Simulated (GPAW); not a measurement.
NaF (Fm-3m): how ε∞ follows the gap

The empty bands of NaF (Fm-3m) are shifted up rigidly by Δ, and ε∞ is computed for each shift.

The structure is cubic, space group Fm-3m (No. 225). The conventional cell has a = 4.640 Å, b = 4.640 Å, c = 4.640 Å, α = 90.00°, β = 90.00°, γ = 90.00°. Na on site a has 6 F at 2.32 Å as nearest neighbours. Around F on site b lie 6 Na at 2.32 Å.

Method: GPAW 26.7.0, PBE, RPA, k-mesh 13×13×13, local fields up to 50 eV, Lorentzian half width 0.15 eV.

Launch of the response step: `OMP_NUM_THREADS=1 python df.py`. The series took 90 s in all, its band step included, on 1 thread of Arm Neoverse V1 (shared host).

| Δ (eV) | ε∞ |
| --- | --- |
| 0.00 | ? |
| 0.40 | 1.748 |
| 0.80 | 1.728 |
| 1.20 | 1.710 |
| 1.60 | 1.692 |
| 2.00 | 1.676 |

With one effective transition at E₀ and fixed dipole strength, ε∞ − 1 = A/(E₀ + Δ), so 1/(ε∞ − 1) is linear in Δ.

Working, on the rows shown:

| x = Δ (eV) | y = 1/(ε∞ − 1) |
| --- | --- |
| 0.4 | 1.3369 |
| 0.8 | 1.37363 |
| 1.2 | 1.40845 |
| 1.6 | 1.44509 |
| 2 | 1.47929 |

Means: x̄ = 1.2, ȳ = 1.4087. Σ(x − x̄)(y − ȳ) = 0.1425, Σ(x − x̄)² = 1.6. Slope = 0.1425 / 1.6 = 0.08906; intercept = ȳ − slope · x̄ = 1.3018. Turned back into ε∞, the line misses the rows shown by at most 0.00038.

Problem. What does the fit predict for the withheld row, and how well does it do?

Solution. At x = 0 the line gives y = 1.3018, that is 1.768. The run gave 1.769, so the extrapolation is off by 0.00083, 0.9 % of the range in the table.

Refitted with all rows, the slope is 0.08956 and the intercept 1.3011. These give E₀ = intercept/slope = 14.5 eV, far above the least direct gap of 6.30 eV: most of the screening comes from transitions well over the edge. Over the first step ε∞ falls by 3 % per eV. Excitons are left out; PBE gaps are as a rule too small. The values come from a sum over the points of one k-mesh and carry its error, which grows as the direct gap shrinks. This version of GPAW has incomplete matrix elements in the optical limit, which can lower ε − 1 by up to a tenth where first-row anions or d states rule. The local-field cutoff holds few shells of reciprocal vectors for this small cell, so ε∞ can read a few per cent high.
